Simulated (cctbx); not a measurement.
# Which space group?

Cell: a = 6.0080 Å, b = 10.8060 Å, c = 7.2870 Å, α = 90.00°, β = 105.67°, γ = 90.00°. Expected content of the cell: Cu2 Co6 S12.

The data are simulated with cctbx, not measured: Mo Kα, λ = 0.71073 Å, to d = 0.65 Å, 80 % of the full sphere, strongest reflection 40000 counts, noise from counting, a 4 % proportional error and a noise floor of 2 counts (s.d.); no absorption.

Tests on the unmerged data give:

```text
5563 reflections to d = 0.650 A
centring   violations  <I/sigma> of those
    A       1275 of  2782      5.9
    B       1275 of  2782      5.9
    C          0 of  2778      0.0
    I       1209 of  2778      5.8
    R       1580 of  3684      5.8
    F       1275 of  4171      3.9
Laue class    unique    Rint  (classes that these axes allow; Friedel mates merged)
C 1 2/m 1         909   0.033
space group    extra absences  I>4sigma  <I/sigma>
C 1 2 1                 0          0         -  acentric
C 1 m 1                 0          0         -  acentric
C 1 2/m 1               0          0         -  centric
Wilson B = 1.87 A^2   <|E^2-1|> = 0.991 (0.968 centric, 0.736 acentric)   E^2>4: 5.7 %
shell (A)         n   <I/sigma>
 7.02 - 1.30    122     26.9
 1.30 - 1.03    106     22.9
 1.03 - 0.90    115     18.8
 0.90 - 0.82    113     17.8
 0.82 - 0.76    109     17.0
 0.76 - 0.72    114     12.9
 0.72 - 0.68    106     13.3
 0.68 - 0.65    124     12.2
```

Q: Read the symmetry from these tables.

The reflections that C centring forbids are absent (⟨I/σ⟩ near 0), so the lattice is C.

Only C 1 2/m 1 fits these axes (Rint 0.033); a search for a hidden higher lattice was not made.

3 settings pass the absence test. No glide or screw absences show, which leaves C 1 2 1, C 1 m 1 and C 1 2/m 1.

⟨|E²−1|⟩ = 0.991 leans to a centrosymmetric structure. Here that hint misleads: the statistic assumes many like atoms on general positions, and few, heavy or special-position atoms break it. The Wilson B of 1.87 Å² means U ≈ 0.0237 Å².

The true group is C2 (no. 5), Laue class 2/m, non-centrosymmetric. The tables only narrow the choice to the tied entries; cell content, site symmetry and trial solutions must settle it.

This is a model crystal, built by substitution and not relaxed, with assumed displacement parameters.

[Logs are printed without paths, hosts, clocks, repeated set-up lines and the standing remarks that a program may print on its own settings, such as how far it seeks lower states.]
